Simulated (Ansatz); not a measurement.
# BaZrO3 (Pm-3m): zone-centre modes under pressure, part 3 of 3

Wanted: Grüneisen parameters and pressure coefficients of the modes of BaZrO3 (Pm-3m).

Ansatz 0.2.0; DFT LDA, scalar-relativistic, plane waves, PAW; PAW set soft_1.

So far, highest optical mode at the zone centre (no LO-TO term) (cm⁻¹): step 4 (zone-centre response at rest) 525; step 6 (volume ratio 1.06) 451.

### 7. Ground state of a member: 0.9 times the volume at rest

The cell is set to 0.9 times the volume at rest; symmetry leaves nothing else free, so this is a single point.

File input.yaml:

```yaml
crystal:
  lattice:
    - [4.0043853596, 0.0, 0.0]
    - [0.0, 4.0043853596, 0.0]
    - [0.0, 0.0, 4.0043853596]
  atoms:
    - { symbol: O, position: [0.0, 0.5, 0.5] }
    - { symbol: O, position: [0.5, 0.0, 0.5] }
    - { symbol: O, position: [0.5, 0.5, 0.0] }
    - { symbol: Zr, position: [0.5, 0.5, 0.5] }
    - { symbol: Ba, position: [0.0, 0.0, 0.0] }
kpoints:
  mp_grid: { grid: [8, 8, 8] }
hamiltonian:
  xc: lda
  pseudopotentials: { kind: paw, azcp: { folder: soft_1 }, xc_functional: pbe }
scf:
  occupations: { method: fixed }
output:
  forces: true
  stress: true
  eigenvalues: true
```

Launch:

```sh
ansatz run input.yaml --threads 8 --pin off --max-ram 16384MiB --backend cpu --events-out ev --progress --plain --runs-dir out
```

Numbers of over 12 decimals in the logs are rounded to 6 here.

What it wrote:

```text
[...]
Crystal: 5 atoms, lattice volume = 64.211 Å³
Basis set: ecut = 420 eV, 1237 PW (Γ)
Bands: 25, of which v1, the nominal top of the filled ones, is band 20 counted from 1 (19 counted from 0)
Symmetry: 48 space group operations
[...]
k-points: 35 of 512
[...]
k-point 0: bands = [... 16 lower, 10.2081, 11.4060, 11.4060, 11.4060, 14.7583, 14.7583, 14.7583, 16.1511, ... 1 higher]
  k-point 1: bands = [... 16 lower, 10.1076, 10.8613, 11.3621, 11.3621, 14.8172, 15.1997, 15.1997, 16.4485, ... 1 higher]
  k-point 2: bands = [... 16 lower, 9.8517, 10.0395, 11.2972, 11.2972, 14.9712, 16.2424, 16.2424, 17.1862, ... 1 higher]
  k-point 34: bands = [... 16 lower, 8.8686, 11.3452, 11.3452, 11.3452, 17.9543, 17.9543, 17.9543, 19.5294, ... 1 higher]
[key lines of the parts left out:]
SCF converged after 7 iterations
Free energy (F): -11532.076693 eV
Fermi energy:    11.405954 eV
P = ⅓ Tr σ = 23.2435 GPa (232.435 kbar)
```

Wall time 0.62 s (8 threads of Intel Xeon at 2.60GHz (Ice Lake), shared host); peak memory 0.51 GiB.

Numbers from this step:

```yaml
pressure: 23.24 GPa
gap_on_the_k_mesh: 3.352 eV
volume_per_atom: 12.84 Å³
```

The forces vanish by symmetry, at a pressure of 23.24 GPa.

### 8. Modes of this member: 0.9 times the volume at rest

The zone-centre modes follow for 0.9 times the volume at rest, with the response to a field.

input.yaml: that of step 7 with these lines changed.

```diff
@@ -19,4 +19,6 @@
 output:
-  forces: true
-  stress: true
   eigenvalues: true
+phonons:
+  method: dfpt
+  dielectric: true
+  rigid_motions: translations
```

What it wrote:

```text
[...]
Crystal: 5 atoms, lattice volume = 64.211 Å³
Basis set: ecut = 420 eV, 1237 PW (Γ), exchange–correlation on 54×54×54 points (8 copies of the dense FFT grid, shifted against one another)
Bands: 25, of which v1, the nominal top of the filled ones, is band 20 counted from 1 (19 counted from 0)
Symmetry: 48 space group operations
k-points: 170 of 512 (irreducible under 2 space group operations, time reversal used)
[...]
optical modes at Γ + LO–TO along q̂ = [1.0000, 0.0000, 0.0000]:
      ω (cm⁻¹)  modes    IR ((D/Å)²/amu)
[...]
optical modes at Γ + LO–TO along q̂ = [0.0000, 1.0000, 0.0000]:
      ω (cm⁻¹)  modes    IR ((D/Å)²/amu)
[...]
optical modes at Γ + LO–TO along q̂ = [0.0000, 0.0000, 1.0000]:
      ω (cm⁻¹)  modes    IR ((D/Å)²/amu)
[...]
168.52      2             3.6969
        353.59      1             9.1924
        675.72      2            59.2291
        849.89      1            46.9391
[key lines of the parts left out:]
SCF converged after 9 iterations
Free energy (F): -11532.076692 eV
Fermi energy:    11.405913 eV
```

Wall time 22 s (8 threads); peak memory 1.4 GiB; 2.4 min of CPU time.

Numbers from this step:

```
sum-rule residual before enforcement                    : 3.33e-5 eV/Å²
miss of the charge sum rule                             : 1.85e-5 e
highest optical mode at the zone centre (no LO-TO term) : 675.7 cm⁻¹
lowest optical zone-centre mode                         : 111.1 cm⁻¹
mean high-frequency dielectric constant                 : 4.946
largest Born charge (third of the trace)                : 6.138 e
mean static dielectric constant                         : 75.69
top of the zone-centre spectrum with the field          : 849.9 cm⁻¹
```

Without the LO-TO term. Patterns of degenerate modes are one choice out of their space. Modes at Γ, with each element's share of the kinetic energy:

```tsv
mode	frequency (cm⁻¹)	symmetry	O %	Zr %	Ba %
1	0.0	acoustic	17	33	50
2	0.0	acoustic	17	33	50
3	0.0	acoustic	17	33	50
4	111.1	T1u	84	2	15
5	111.1	T1u	84	2	15
6	111.1	T1u	84	2	15
7	113.8	T2u	100	0	0
8	113.8	T2u	100	0	0
9	113.8	T2u	100	0	0
10	168.5	T1u	6	59	36
11	168.5	T1u	6	59	35
12	168.5	T1u	6	59	36
13	675.7	T1u	93	7	0
14	675.7	T1u	93	7	0
15	675.7	T1u	93	7	0
```

Transverse modes. Lines of the infrared spectrum (strongest = 100):

```tsv
position (cm⁻¹)	label	relative intensity
111	T1u	83
114	T2u	0.0
168	T1u	6.2
676	T1u	100
```

Without the LO-TO term the lowest optical mode is real, 111 cm⁻¹, and the highest lies at 675.7 cm⁻¹.

For the highest optical mode at the zone centre (no LO-TO term), step 4 gave 525 cm⁻¹; this run, with volume ratio 0.9, gives 676 cm⁻¹ (+29 %).

### 9. All members side by side

The members are set side by side, also those not shown above.

Each row is one cell with its response, relaxed at fixed volume as far as symmetry leaves anything free; energies are extrapolated to zero smearing, and E0 is that at rest; shape and atoms are relaxed in each cell where symmetry leaves them free. State of the crystal along the series:

```tsv
volume ratio	V (Å³/atom)	pressure (GPa)	E - E0 (meV/atom)	gap on mesh (eV)	ε∞	ε0	largest Born charge in size, a third of the trace (e)	top mode with the field, highest of q along x, y and z (cm⁻¹)
0.9	12.84	23.24	94.18	3.352	4.946	75.69	6.138	849.9
0.92	13.13	17.53	57.95	3.364	4.934	64.28	6.127	820.6
0.94	13.41	12.41	31.38	3.331	4.924	60.52	6.117	792.4
0.96	13.7	7.819	13.42	3.29	4.917	60.66	6.109	765.2
0.98	13.98	3.696	3.219	3.248	4.912	63.78	6.104	738.9
0.99	14.13	1.796	0.7733	3.227	4.91	66.59	6.102	726.1
1	14.27	-0.004301	0	3.205	4.909	70.33	6.1	713.6
1.02	14.55	-3.324	3.001	3.163	4.908	81.3	6.098	689.1
1.04	14.84	-6.304	11.62	3.121	4.909	101	6.097	665.6
1.06	15.12	-8.979	25.28	3.078	4.912	139.5	6.098	642.8
```

Without the LO-TO term; each mode is tracked from rest by its pattern, and modes that stay within 0.3 cm⁻¹ of each other stand once; shape and atoms are relaxed in each cell where symmetry leaves them free. Optical modes along the series:

```tsv
V (Å³/atom)	mode 4 T1u (cm⁻¹)	mode 7 T2u (cm⁻¹)	mode 10 T1u (cm⁻¹)	mode 13 T1u (cm⁻¹)
12.84	111.1	113.8	168.5	675.7
13.13	116	130.7	174.2	643.4
13.41	113.4	143.6	181.6	612.1
13.7	107.6	153.8	187.7	581.9
13.98	100.5	161.9	191.5	552.8
14.13	96.51	165.4	192.5	538.7
14.27	92.36	168.5	192.8	524.9
14.55	83.66	174	191.2	498.5
14.84	73.79	178.5	186.3	473.7
15.12	62.43	182.2	177.8	450.7
```

From cubic fits (parabolas where under five rows exist) of ln ω and P against ln V through the rows within about 4 % of rest: γ = −d ln ω / d ln V and dω/dP = γ ω / B. Slopes at rest:

```tsv
mode	fitted frequency at rest (cm⁻¹)	Grüneisen parameter γ	dω/dP (cm⁻¹/GPa)
mode 4 T1u	92.5	4.54	2.39
mode 7 T2u	168.6	-1.78	-1.71
mode 10 T1u	192.8	0.03	0.04
mode 13 T1u	524.9	2.59	7.76
```

### 10. What came out

- members: 10
- highest optical mode at the zone centre (no LO-TO term), at rest: 524.9 cm⁻¹
- bulk modulus at rest: 175 GPa
- mode 4 T1u, γ: 4.54
- mode 7 T2u, γ: -1.78
- mode 10 T1u, γ: 0.03
- mode 13 T1u, γ: 2.59

**Reading.** The series spans -9.0 to 23.2 GPa, and the slope at rest gives a bulk modulus of 175 GPa. Among the modes in the table of slopes γ runs from -1.78 (mode 7 T2u) to 4.54 (mode 4 T1u). A negative γ means that the mode softens under pressure. ε∞ is 4.91 at rest, with d ln ε∞ / d ln V = -0.02. One k mesh and one cutoff serve the ground states and modes of all volumes; the field response picks its own mesh. These are harmonic frequencies at zero temperature: anharmonic shifts, linewidths and thermal expansion are left out. Spin-orbit coupling is left out, which can matter for the heavy elements here. The PAW files were made for PBE; the program adapts parts of them to the functional of the run, but their partial waves stay those of PBE, an approximation that was not tested in this session. Only the zone centre was solved, so an instability at another wavevector cannot show here.

[Logs are printed without paths, hosts, clocks, repeated set-up lines and the standing remarks that a program may print on its own settings, such as how far it seeks lower states.]

[Hosts, paths, dates, database ids (printed as entryN), source tags and the programs' standing remarks are cut or masked in the printed files.]
